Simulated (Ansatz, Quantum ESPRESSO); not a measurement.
# InAs (zinc blende): bulk modulus from a few volumes

How stiff is zinc blende InAs under hydrostatic load? Each row scales the relaxed cell evenly and relaxes the atoms. The phase is followed to these pressures whether or not it stays the stable one.

Calculated with Quantum ESPRESSO 7.5, LDA, GBRV 1.5 ultrasoft potentials, cutoff 680 eV, Fermi–Dirac smearing 0.02 eV, k-mesh 8×8×8, no spin polarisation, no spin-orbit coupling.

Reference cell, relaxed at zero pressure with LDA (F-43m): a = 4.2630 Å, b = 4.2630 Å, c = 4.2630 Å, α = 60.00°, β = 60.00°, γ = 60.00°.

```
atom       x       y       z
  In  0.0000  0.0000  0.0000
  As  0.7500  0.7500  0.7500
```

| V (Å³/atom) | V/V0 | P (GPa) | E − E0 (meV/atom) |
| --- | --- | --- | --- |
| 25.7464 | 0.9400 | 4.324 | 22.0 |
| 26.2941 | 0.9600 | 2.718 | 9.6 |
| 27.9375 | 1.0200 | −1.151 | 1.7 |
| 28.4853 | 1.0400 | −2.179 | 7.1 |
| 29.0331 | 1.0600 | −3.089 | 15.8 |

V0 = 27.3897 Å³ an atom, where the residual pressure P0 is −0.015 GPa. **Question.** Fit the Birch–Murnaghan law and give the pressure and the energy at V = 26.8419 Å³ an atom, a row left out above.

With the Eulerian strain f = ½[(V0/V)^(2/3) − 1] and F = (P − P0)/[3f(1 + 2f)^(5/2)], the third-order law is the line F = B0 + (3/2) B0 (B′ − 4) f.

```csv
f,F (GPa)
0.02106,61.96
0.01379,61.70
−0.00656,59.68
−0.01290,59.67
−0.01905,59.27
```

A straight line through the 5 rows: the means are −0.000732 for f and 60.456 for F, Σ(Δx)² = 0.001203 and ΣΔxΔy = 0.08665, so the slope is 0.08665/0.001203 = 72.009 and the intercept 60.456 − (72.009)(−0.000732) = 60.509.

Hence B0 = 60.5 GPa and B′ = 4 + (72.0)/(1.5 × 60.5) = 4.79. For the withheld volume f = 0.00678, F = 61.00 GPa and P = 1.27 GPa. The run itself gives 1.27 GPa, so the estimate misses by 0.00 GPa, a rounding's worth.

Integrating the same law gives E − E0 = (9/2) B0 V0 f²[1 + (B′ − 4) f] + P0(V0 − V), with 1 GPa Å³ = 6.2415 meV: 2.1 meV an atom. The run itself gives 2.5 meV, so the estimate misses by 0.4 meV; the fitted rows themselves lie up to 1.1 meV off the law.

The same fit over all rows at other levels or in other programs gives B0 = 56 GPa with PBEsol (Quantum ESPRESSO, PseudoDojo), 56 GPa with PBEsol (Quantum ESPRESSO, GBRV) and 56 GPa with PBEsol (Ansatz).

[Logs are printed without paths, hosts, clocks, repeated set-up lines and the standing remarks that a program may print on its own settings, such as how far it seeks lower states.]
